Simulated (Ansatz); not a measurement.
**NMR shift of metallic K from a Zeeman field**

Wanted: spin susceptibility and spin part of the Knight shift of K, from the response to a Zeeman field.

Main program and level: Ansatz 0.2.0; DFT, PBE, plane-wave PAW, default files (PAW set soft_2), collinear spin, scalar-relativistic.

The database entry behind the starting cell lists a temperature near 5 K, so it need not match the best structure at ambient conditions.

## 1. The structure

The structure is cubic, space group Im-3m (No. 229). The conventional cell has a = 5.225 Å, b = 5.225 Å, c = 5.225 Å, α = 90.00°, β = 90.00°, γ = 90.00°. Nearest to K lie 8 K at 4.52 Å.

The cell is an entry of the Crystallography Open Database; it need not be the form that is stable at ambient conditions.

## 2. Applying a field to the spins

A field acting on the spins alone polarises the electrons at the Fermi level, and through exchange the cores. The spin density that this leaves at a nucleus gives the contact field (2μ₀/3) μB ρ_s, and its ratio to B is the isotropic contact shift K; the spin-dipolar anisotropy is not included. The field, 400 T, is far above laboratory fields so that the moment stands clear of numerical noise; it splits the spins by 46 meV, against a smearing of 100 meV. The net moment comes from states near the Fermi level, so the mesh must be dense.

File input.yaml:

```yaml
crystal:
  lattice:
    - [-2.6125, 2.6125, 2.6125]
    - [2.6125, -2.6125, 2.6125]
    - [2.6125, 2.6125, -2.6125]
  atoms:
    - { symbol: K, position: [0.0, 0.0, 0.0] }
kpoints:
  mp_grid: { grid: [18, 18, 18] }
scf:
  lower_state_search: "off"
  occupations: { method: fermi_dirac, width: 0.1 }
  convergence: { dr2_threshold: 1.0e-10 }
hamiltonian:
  xc: pbe
output:
  efg: { contact_densities: true, quadrupole_moments_barn: { K: 0.0603 } }
  forces: true
  dos: { de: 0.02 }
  write_density: true
  write_potential: true
  elf: true
  volumetric_format: npy
magnetization:
  spin_polarized: true
  magnetic_field: 400
```

On the command line:

```sh
> ansatz run input.yaml --threads 2 --pin off --max-ram 4096MiB --backend cpu --events-out ev --progress --plain --runs-dir out
```

Numbers of over 12 decimals in the logs are rounded to 6 here.

The program printed:

```text
[a pick of lines, long numbers rounded; other set-up, energy and force rows are left out]
Functional definition: PBE
Basis set: ecut = 420 eV, 1433 PW (Γ), exchange–correlation on 64×64×64 points (8 copies of the dense FFT grid, shifted against one another)
Symmetry: 48 space group operations
k-points: 195 of 5832
SCF iter   1: F=—  HF=-1537.161446 eV  |F-HF|=—  |Δ(HF+E_count)|=         —  Δρ=7.27e-3 (↑7.27e-3 ↓7.25e-3)  dr2=1.65e-2  dr2_m=3.29e-2  M=0.970 μB ∫|m|=0.970 μB  ethr=2.10e-4  ⟨swp⟩=1.0  Hψ=31992  notcnv=0
SCF iter   2: F=—  HF=-1537.439461 eV  |F-HF|=—  |Δ(HF+E_count)|=         —  Δρ=2.89e-3 (↑2.89e-3 ↓2.35e-3)  dr2=1.65e-2  dr2_m=3.03e-3  M=0.685 μB ∫|m|=0.685 μB  β_m=0.30  ethr=1.83e-4  ⟨swp⟩=3.2  Hψ=7856  notcnv=0
preconditioner: auto → Kerker (q_TF=auto, 1.932 Å⁻¹)  [metal: Δε(μ)=0.006 eV  Ē_g=4.319 eV  σ=0.100 eV  W_gap=0.02  n_scr=12 (ndim 8)  ℏωp=4.4 eV  f_vac=0.000  D(μ)=0.76/eV (n_scr^D=0)]
SCF iter   3: F=—  HF=-1537.743540 eV  |F-HF|=—  |Δ(HF+E_count)|=   3.04e-1  Δρ=4.46e-3 (↑4.43e-3 ↓4.46e-3)  dr2=1.22e-2  dr2_m=1.19e-2  M=0.285 μB ∫|m|=0.285 μB  β_m=0.30  ethr=1.83e-4  ⟨swp⟩=2.2  Hψ=6317  notcnv=0
SCF iter   4: F=—  HF=-1537.731097 eV  |F-HF|=—  |Δ(HF+E_count)|=   1.24e-2  Δρ=3.23e-3 (↑2.78e-3 ↓3.23e-3)  dr2=2.51e-3  dr2_m=5.08e-3  M=0.307 μB ∫|m|=0.307 μB  β_m=0.30  ethr=1.36e-4  ⟨swp⟩=2.2  Hψ=7853  notcnv=0
SCF iter   5: F=—  HF=-1537.747095 eV  |F-HF|=—  |Δ(HF+E_count)|=   1.60e-2  Δρ=2.36e-3 (↑2.10e-3 ↓2.36e-3)  dr2=8.29e-4  dr2_m=3.04e-3  M=0.273 μB ∫|m|=0.273 μB  β_m=0.30  ethr=2.78e-5  ⟨swp⟩=2.3  Hψ=6274  notcnv=0
SCF iter   6: F=—  HF=-1537.762120 eV  |F-HF|=—  |Δ(HF+E_count)|=   1.50e-2  Δρ=1.80e-3 (↑1.78e-3 ↓1.80e-3)  dr2=6.99e-5  dr2_m=2.08e-3  M=0.235 μB ∫|m|=0.235 μB  β_m=0.30  ethr=9.21e-6  ⟨swp⟩=1.9  Hψ=5340  notcnv=0
SCF iter   7: F=—  HF=-1537.771739 eV  |F-HF|=—  |Δ(HF+E_count)|=   9.62e-3  Δρ=1.48e-3 (↑1.48e-3 ↓1.47e-3)  dr2=2.75e-5  dr2_m=1.42e-3  M=0.204 μB ∫|m|=0.204 μB  β_m=0.30  ethr=7.76e-7  ⟨swp⟩=2.2  Hψ=5959  notcnv=0
SCF iter   8: F=—  HF=-1537.779203 eV  |F-HF|=—  |Δ(HF+E_count)|=   7.46e-3  Δρ=1.24e-3 (↑1.24e-3 ↓1.23e-3)  dr2=1.47e-6  dr2_m=9.95e-4  M=0.176 μB ∫|m|=0.176 μB  β_m=0.30  ethr=3.06e-7  ⟨swp⟩=2.2  Hψ=5800  notcnv=0
SCF iter   9: F=—  HF=-1537.783900 eV  |F-HF|=—  |Δ(HF+E_count)|=   4.70e-3  Δρ=1.02e-3 (↑1.02e-3 ↓1.02e-3)  dr2=4.56e-7  dr2_m=6.84e-4  M=0.154 μB ∫|m|=0.154 μB  β_m=0.30  ethr=1.63e-8  ⟨swp⟩=2.8  Hψ=5767  notcnv=0
SCF iter  10: F=—  HF=-1537.795938 eV  |F-HF|=—  |Δ(HF+E_count)|=         —  Δρ=1.30e-4 (↑1.30e-4 ↓1.30e-4)  dr2=1.64e-7  dr2_m=1.09e-5  M=0.018 μB ∫|m|=0.018 μB  β_m=1.00  ethr=5.06e-9  ⟨swp⟩=7.1  Hψ=27650  notcnv=0
SCF iter  11: F=—  HF=-1537.796064 eV  |F-HF|=—  |Δ(HF+E_count)|=   1.26e-4  Δρ=5.56e-5 (↑5.54e-5 ↓5.56e-5)  dr2=9.42e-8  dr2_m=1.94e-6  M=0.025 μB ∫|m|=0.025 μB  β_m=1.00  ethr=1.83e-9  ⟨swp⟩=2.7  Hψ=8831  notcnv=0
SCF iter  12: F=—  HF=-1537.796094 eV  |F-HF|=—  |Δ(HF+E_count)|=   3.04e-5  Δρ=2.64e-5 (↑2.62e-5 ↓2.64e-5)  dr2=1.01e-9  dr2_m=4.51e-7  M=0.028 μB ∫|m|=0.028 μB  β_m=0.30  ethr=1.05e-9  ⟨swp⟩=2.6  Hψ=5680  notcnv=0
SCF iter  13: F=—  HF=-1537.796097 eV  |F-HF|=—  |Δ(HF+E_count)|=   2.78e-6  Δρ=2.24e-5 (↑2.23e-5 ↓2.24e-5)  dr2=5.79e-10  dr2_m=3.26e-7  M=0.029 μB ∫|m|=0.029 μB  β_m=0.52  ethr=1.12e-11  ⟨swp⟩=2.9  Hψ=5785  notcnv=0
SCF iter  14: F=—  HF=-1537.796103 eV  |F-HF|=—  |Δ(HF+E_count)|=   6.27e-6  Δρ=7.82e-6 (↑7.82e-6 ↓7.80e-6)  dr2=2.90e-11  dr2_m=3.99e-8  M=0.031 μB ∫|m|=0.031 μB  β_m=0.82  ethr=6.44e-12  ⟨swp⟩=4.5  Hψ=7313  notcnv=0
SCF iter  15: F=—  HF=-1537.796104 eV  |F-HF|=—  |Δ(HF+E_count)|=   8.84e-7  Δρ=2.93e-7 (↑2.93e-7 ↓2.75e-7)  dr2=4.44e-12  dr2_m=5.18e-11  M=0.032 μB ∫|m|=0.032 μB  β_m=0.91  ethr=1.00e-12  ⟨swp⟩=4.4  Hψ=7325  notcnv=0
SCF iter  16: F=-1537.796104 eV  HF=-1537.796104 eV  |F-HF|=1.48e-11  |Δ(HF+E_count)|=   1.65e-9  Δρ=3.09e-8 (↑3.09e-8 ↓2.42e-8)  dr2=9.36e-13  dr2_m=3.80e-13  M=0.032 μB ∫|m|=0.032 μB  β_m=0.96  ethr=1.00e-12  ⟨swp⟩=3.3  Hψ=13597  notcnv=0
SCF iter  17: F=-1537.796104 eV  HF=-1537.796104 eV  |F-HF|=0.00e0  |Δ(HF+E_count)|=  2.32e-11  Δρ=5.28e-9 (↑5.28e-9 ↓4.48e-9)  dr2=1.11e-13  dr2_m=5.20e-15  M=0.032 μB ∫|m|=0.032 μB  ethr=1.00e-12  ⟨swp⟩=2.9  Hψ=11509  notcnv=0
SCF converged after 17 iterations
Magnetization: 0.0319 μB (4.5160 up, 4.4840 down)
Absolute magnetization: 0.0319 μB (∫|ρ↑−ρ↓|, with the PAW one-centre terms)
Per-site moments (μB) at R_I (Å): [(0.013174, 1.866555)]
Free energy (F): -1537.796104 eV
Fermi energy:    1.891168 eV
--- Forces (eV/Å), atoms counted from 1 ---
--- PAW observables at the nuclei: V_zz in 10²¹ V/m², potentials from the cell's mean, atoms counted from 1 ---
  atom   1  K  V_zz =    -0.000000   η = 0.0000   by run symmetry: forbidden   C_q = -0.0000 MHz
            electrostatic potential = -2058.326196 V   contact ρ = 34771.229136 e/Å³   contact ρ_s (e/Å³): all electrons +0.126494, valence +0.126286
--- Band table (eV; the first three rows and the last of 390) ---
  k-point 0 ↑: bands = ["-30.2468", "-13.6948", "-13.6948", "-13.6948", "-0.3533", "6.1725", "6.1725", "6.1725", "7.0875"]
  k-point 1 ↑: bands = ["-30.2466", "-13.6971", "-13.6956", "-13.6948", "-0.3139", "6.1194", "6.1205", "6.2039", "7.0020"]
  k-point 2 ↑: bands = ["-30.2462", "-13.7038", "-13.6978", "-13.6948", "-0.1963", "5.9170", "5.9786", "6.2978", "6.8731"]
  k-point 194 ↓: bands = ["-30.1893", "-13.7002", "-13.7002", "-13.7002", "3.5859", "3.5859", "5.4840", "5.4840", "5.4840"]
```

Elapsed: 36 s, on 2 threads of Arm Neoverse N1, shared host; peak memory 0.5 GiB; 55 s of CPU time.

The moment is 0.0319 μB a cell, a spin susceptibility of 44.6 × 10⁻⁶ emu per mole of atoms. With 7.769 T for 1 e/Å³:

```csv
site,nucleus,contact shift (ppm),from valence states,rest (mostly cores)
K,39K,2460,2450,4.0
```

The split depends on the files: semicore shells that they treat as valence count in the first part.

## 3. Is the response linear?

The shift is a ratio that holds only while the moment grows in step with the field, so the field is doubled.

input.yaml, as its differences from that of step 2:

```diff
@@ -18,9 +18,4 @@
   forces: true
-  dos: { de: 0.02 }
-  write_density: true
-  write_potential: true
-  elf: true
-  volumetric_format: npy
 magnetization:
   spin_polarized: true
-  magnetic_field: 400
+  magnetic_field: 800
```

The program printed:

```text
[a pick of lines, long numbers rounded; other set-up, energy and force rows are left out]
[...]
Basis set: ecut = 420 eV, 1433 PW (Γ), exchange–correlation on 64×64×64 points (8 copies of the dense FFT grid, shifted against one another)
[... 1 set-up line as in the run before ...]
k-points: 195 of 5832
[...]
SCF converged after 18 iterations
Magnetization: 0.0639 μB (4.5320 up, 4.4680 down)
Absolute magnetization: 0.0639 μB (∫|ρ↑−ρ↓|, with the PAW one-centre terms)
Per-site moments (μB) at R_I (Å): [(0.026383, 1.866555)]
Free energy (F): -1537.797213 eV
Fermi energy:    1.890613 eV
--- Forces (eV/Å), atoms counted from 1 ---
[...]
atom   1  K  V_zz =    -0.000000   η = 0.0000   by run symmetry: forbidden   C_q = -0.0000 MHz
[...]
```

Run time: 34 s. Hardware: 2 threads; peak memory 0.49 GiB; 52 s of CPU time.

The moment goes from 0.0319 to 0.0639 μB, a factor of 2.00, and the shift of K from 2460 to 2460 ppm. The response is linear on all sites, to 3 % of the larger of shift and valence part or 3 ppm; the largest move is +4 ppm, on K.

## 4. Other settings

Each row names what differs in the settings from the first run, the PAW files staying the same unless named (PBE, default files (PAW set soft_2), mesh 18×18×18, fermi dirac smearing of 0.1 eV, cutoff 420 eV, 400 T). Shifts in ppm; times on 2 threads of Arm Neoverse N1, shared host.

```csv
run,time,χ_s (10⁻⁶ emu/mol),K
first run,36 s,44.6,2460
fermi dirac 0.025 eV,33 s,44.8,2470
mesh 22×22×22,52 s,44.7,2460
fermi dirac 0.15 eV,31 s,44.9,2460
mesh 6×6×6,6.1 s,115,6380
```

## 5. What came out

| Item | Value |
| --- | --- |
| 39K contact shift | 2460 ppm |
| spin susceptibility | 44.6 × 10⁻⁶ emu per mole of atoms |

The spin part of the Knight shift is 2460 ppm on K in the first run. Widening the smearing to 0.15 eV changes the shift of K by -0.1 %. The finer mesh 22×22×22 changes the shift of K by +0.2 %, and no site by over 5 % or 5 ppm, so the mesh is near convergence at this smearing. Narrowing the smearing to 0.025 eV on the same mesh changes the shift of K by +0.4 %. Over the rows of this table on the first cell the shift spans 2460 to 6380 ppm on K. 2 further runs of this session (failed, refused or on trial settings) are not shown. The orbital shift is left out.

[Logs are printed without paths, hosts, clocks, repeated set-up lines and the standing remarks that a program may print on its own settings, such as how far it seeks lower states.]

[Hosts, paths, dates, database ids (printed as entryN), source tags and the programs' standing remarks are cut or masked in the printed files.]
